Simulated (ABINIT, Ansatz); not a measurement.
Computed results, one entry a study.

```cif
data_cstlf3
_symmetry_space_group_name_H-M 'Fm-3m'
_symmetry_Int_Tables_number 225
_cell_length_a 9.5599
_cell_length_b 9.5599
_cell_length_c 9.5599
_cell_angle_alpha 90.000
_cell_angle_beta 90.000
_cell_angle_gamma 90.000
_cell_volume 873.71
loop_
_atom_site_label
_atom_site_type_symbol
_atom_site_symmetry_multiplicity
_atom_site_Wyckoff_symbol
_atom_site_fract_x
_atom_site_fract_y
_atom_site_fract_z
_atom_site_occupancy
Cs1 Cs 8 c 0.25000 0.25000 0.75000 1
Tl1 Tl 4 b 0.50000 0.00000 0.00000 1
Tl2 Tl 4 a 0.00000 0.00000 0.00000 1
F1 F 24 e 0.22766 0.00000 0.00000 1
_calc_subject 'Quasiparticle gap of CsTlF3 (Fm-3m) in ABINIT'
_calc_method 'RPA screening on LDA, plane waves, norm-conserving pseudopotentials (and 2 further levels or steps)'
_calc_program 'ABINIT 10.8.3'
_calc_settings 'cutoff 36 Ha, PseudoDojo scalar-relativistic 0.4.1 stringent, norm-conserving, potential set dojo-sr-lda-0.4.1-stringent, ngkpt (2, 2, 2), nband 437, ecuteps 8 Ha, inclvkb 2, shiftk (0, 0, 0), symchi 1, awtr 1, frequency ppm, 2×2×2 k-mesh'
_calc_notes 'The program’s warnings: nproc spkpt=  >= nkpt= * nsppol=. The cell and positions are those that the Materials Project relaxed with its own functionals (PBE, PBE+U or r2SCAN), kept fixed. Limits: no spin-orbit coupling. The 2×2×2 mesh is coarse for this cell, which bears on the long-range parts of exchange and screening.'
_calc_lda_gap '2.04 eV, indirect'
_calc_g0w0_gap_on_the_mesh '4.15 eV'
_calc_gw_settings '2×2×2 mesh, 437 bands, screening to 217.7 eV, Godby-Needs plasmon pole'
_calc_known_limits 'short of the basis limit; no spin-orbit coupling; coarse k mesh'
```

[Long decimals in the printed logs are rounded to 6 places.]

[Logs are printed without paths, hosts, clocks, repeated set-up lines and the standing remarks that a program may print on its own settings, such as how far it seeks lower states.]

[Paths, hosts, dates, memory and timing lines, banners, echoed tables and standing remarks are left out of the program output; an Ansatz launch command may be rebuilt from the run's recorded settings. Measured values are a selection of at most five: reports struck by readers or far from the other reports are left out. None is set beside runs whose start may be inverted or whose files or cutoffs have a known fault.]

[Runs of the session that timed out or met a known fault of the program may be left out.]

[Hosts, paths, dates, database ids (printed as entryN), source tags and the programs' standing remarks are cut or masked in the printed files.]

[G0W0 gaps are taken among the corrected bands and points alone; a level outside them can change the order at an edge.]

[Where Ansatz stands beside ABINIT at settings called matched, ABINIT's density can come from a denser mesh and the files from another edition; pairs whose starting gaps differed by over 0.03 eV were left out, so agreement reads better than it is.]
